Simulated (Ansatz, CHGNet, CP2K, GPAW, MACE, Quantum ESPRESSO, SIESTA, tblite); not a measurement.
**Other levels on Σ5 (001) twist boundary in Ge (77 atoms)**

The cell holds 77 atoms: 77 Ge. Its edges and angles: a = 8.946 Å, b = 8.946 Å, c = 22.565 Å, α = 90.0°, β = 90.0°, γ = 90.0°. It derives from Ge (diamond-structure). Diamond-structure Ge (a = 5.658 Å); two grains turned against each other by 36.87 deg about [001]; 1 x 1 coincidence cells, 2 lattice periods a grain, two boundaries a cell, upper grain shifted by [0.031, 0.71] of the boundary cell and opened by 0.2 Å, one atom of each pair nearer than 2.009 Å removed; minimised with a classical potential (one cell length free). Then every atom was moved at random, 0.02 Å r.m.s. a Cartesian component. Regions: lower grain, 40 atoms (40 Ge); upper grain, 37 atoms (37 Ge).

Geometry: as built.

The reference, a calculation:

* method: Kohn-Sham DFT, PBE, PAW, plane waves (Ansatz 0.2.0); cutoff 420 eV, Γ point, fermi-dirac smearing of 0.05 eV; PAW set soft_2
* r.m.s. force component: 0.4075 eV/Å
* longest force: 1.737 eV/Å
* pressure: 5.506 GPa
* SCF cycles: 11
* time: 23 s on 8 threads of Arm Neoverse V2, shared host
* CPU time: 2.9 min

Q: Estimate the differences from the reference, the CPU time and the memory of each run.
- MACE MP-0b2 small potential (MACE MP-0b2 small; 1 thread)
- CP2K PBE, DZVP-MOLOPT (SR for Ge), 350/50 Ry, diagonalisation (CP2K 2026.2; 2 threads)
- CP2K PBE, DZVP-UZH, 122/50 Ry, diagonalisation (CP2K 2026.2; 2 threads)
- CHGNet 0.3.0 potential (CHGNet 0.3.0; 1 thread)
- tblite IPEA1-xTB (tblite 0.8.0; 1 thread)
- SIESTA PBE, DZP, shift 0.01 Ry, mesh 300 Ry (SIESTA 5.4.2; 2 MPI ranks)
- CP2K PBEsol, PBE potentials, DZVP-UZH, 350/50 Ry, diagonalisation (CP2K 2026.2; 2 threads)
- CP2K revPBE, PBE potentials, DZVP-UZH, 350/50 Ry, diagonalisation (CP2K 2026.2; 2 threads)
- CP2K PBE, SZV-MOLOPT-SR, 350/50 Ry, diagonalisation (CP2K 2026.2; 1 thread)
- CP2K PBE, DZVP-UZH, 350/30 Ry, diagonalisation (CP2K 2026.2; 2 threads)

Differences are against the plane-wave reference, forces as r.m.s. over components; share is that over the reference's r.m.s. force, slope the least-squares factor from reference forces to these. Total energies of different programs have different zeros and aren't compared.

```tsv
run	Δ force, r.m.s. (meV/Å)	share (%)	slope	Δ pressure (GPa)	cores	CPU time	memory (GiB)
reference	-	-	-	-	8	2.9 min	3.0
MACE MP-0b2 small potential	179	44.0	0.695	-1.35	1	5.3 s	0.67
CP2K PBE, DZVP-MOLOPT (SR for Ge), 350/50 Ry, diagonalisation	24.7	6.06	1.029	0.692	2	2.1 min	2.2
CP2K PBE, DZVP-UZH, 122/50 Ry, diagonalisation (coarse)	19.8	4.85	1.021	0.503	2	1.9 min	0.79
CHGNet 0.3.0 potential	230	56.6	0.578	-0.660	1	3 s	0.64
tblite IPEA1-xTB	330	80.9	1.009	11.6	1	6.7 s	0.16
SIESTA PBE, DZP, shift 0.01 Ry, mesh 300 Ry	109	26.8	1.188	1.29	2	7.2 min	1.8
CP2K PBEsol, PBE potentials, DZVP-UZH, 350/50 Ry, diagonalisation	26.6	6.53	1.033	-0.198	2	3 min	2.2
CP2K revPBE, PBE potentials, DZVP-UZH, 350/50 Ry, diagonalisation	18.7	4.58	1.015	0.785	2	3.1 min	2.2
CP2K PBE, SZV-MOLOPT-SR, 350/50 Ry, diagonalisation (coarse)	215	52.7	1.259	-3.68	1	93 s	2.1
CP2K PBE, DZVP-UZH, 350/30 Ry, diagonalisation (coarse)	19.7	4.84	1.021	0.505	2	2.2 min	2.2
```

Rows marked coarse were listed beforehand as settings not expected to be converged; some can still land near the reference.

Times of the machine-learned potentials are mostly Python's start and the loading of weights.

CPU time is summed over cores on a shared host, where runs went side by side, so it is rough. Symmetry, cutoffs, thresholds, outputs and thread counts weren't matched or tuned between programs; memory under MPI is the largest rank's times the ranks.

The PBE runs in local orbitals, coarse settings apart, differ by 6.1 % (CP2K PBE, DZVP-MOLOPT (SR for Ge), 350/50 Ry, diagonalisation) to 27 % (SIESTA PBE, DZP, shift 0.01 Ry, mesh 300 Ry); basis, grid and potentials can all enter. Tight binding differs by 81 % (tblite IPEA1-xTB); it is another model, with fitted parameters of its own, and the xTB methods hold dispersion. Machine-learned potentials differ by 44 % (MACE MP-0b2 small potential) to 57 % (CHGNet 0.3.0 potential); they were trained on other programs' data. Among those trained on PBE data the slope goes as low as 0.58, with a correlation of 0.84, so directions differ as well as sizes. Rows with another functional or a dispersion term differ by 4.6 % (CP2K revPBE, PBE potentials, DZVP-UZH, 350/50 Ry, diagonalisation) to 6.5 % (CP2K PBEsol, PBE potentials, DZVP-UZH, 350/50 Ry, diagonalisation), which mixes the change of model with differences of basis and potentials, some of them made for another functional. Periodic xTB results under one method name differ between programs and library versions. Machine-learned potentials mimic data converged in k, so the reference's own k-point error enters their differences. The electronic-structure runs sample only Γ, in a cell whose shortest periodic width is 9 Å, which is coarse for a cell with partly filled levels.

[Logs are printed without paths, hosts, clocks, repeated set-up lines and the standing remarks that a program may print on its own settings, such as how far it seeks lower states.]

[Hosts, paths, dates, database ids (printed as entryN), source tags and the programs' standing remarks are cut or masked in the printed files.]
